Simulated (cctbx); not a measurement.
**Lattice, Laue class and space group of a new crystal**

Cell: a = 5.6650 Å, b = 4.8840 Å, c = 6.7890 Å, α = 90.00°, β = 90.00°, γ = 90.00°. Expected content of the cell: Pt4 B24.

Simulated single-crystal data (cctbx): Mo Kα, λ = 0.71073 Å, to d = 0.6 Å, 80 % of the full sphere, strongest reflection 20000 counts, noise from counting, a 1.5 % proportional error and a noise floor of 15 counts (s.d.); no absorption.

A first pass over the reflections prints:

```text
2927 reflections to d = 0.600 A
centring   violations  <I/sigma> of those
    A        658 of  1467     15.0
    B        658 of  1465     15.0
    C          0 of  1480     -0.0
    I        600 of  1445     10.6
    R        891 of  1947     15.0
    F        658 of  2206     10.0
Laue class    unique    Rint  (classes that these axes allow; Friedel mates merged)
C 1 2/m 1         495   0.017
C 2/m 1 1         486   0.016
C m m m           285   0.018
space group    extra absences  I>4sigma  <I/sigma>
C 2 2 21               12          0       0.3  acentric
C 2 2 2                 0          0         -  acentric
C m m 2                 0          0         -  acentric
C m c 21               68          0      -0.1  acentric
C 2 m m                 0          0         -  acentric
C m 2 m                 0          0         -  acentric
C 2 c m                68          0      -0.1  acentric
C m c m                68          0      -0.1  centric
C m m m                 0          0         -  centric
Wilson B = 0.74 A^2   <|E^2-1|> = 0.530 (0.968 centric, 0.736 acentric)   E^2>4: 0.0 %
shell (A)         n   <I/sigma>
 6.79 - 1.20     46     68.7
 1.20 - 0.95     31     74.9
 0.95 - 0.83     38     66.1
 0.83 - 0.76     35     73.9
 0.76 - 0.70     33     51.5
 0.70 - 0.66     37     56.3
 0.66 - 0.63     26     48.0
 0.63 - 0.60     39     46.2
```

**Question.** What are the lattice type, the Laue class and the likely space group?

The reflections that C centring forbids are absent (⟨I/σ⟩ near 0), so the lattice is C.

Rint stays low (0.016 to 0.018) up to C m m m, the highest class in these axes.

9 settings pass the absence test. The most absences obeyed, 68, belong to C m c 21, C 2 c m and C m c m, which absences can't tell apart.

⟨|E²−1|⟩ = 0.530 leans to a non-centrosymmetric structure, or to twinning, which lowers it. Here that hint misleads: the statistic assumes many like atoms on general positions, and few, heavy or special-position atoms break it. The Wilson B of 0.74 Å² means U ≈ 0.0094 Å².

The true group is Cmcm (no. 63), Laue class mmm, centrosymmetric. The tables only narrow the choice to the tied entries; cell content, site symmetry and trial solutions must settle it.

The model was made for the exercise: a known structure type with other elements put in, its volume estimated, not relaxed; displacement parameters are assumed.

[Logs are printed without paths, hosts, clocks, repeated set-up lines and the standing remarks that a program may print on its own settings, such as how far it seeks lower states.]
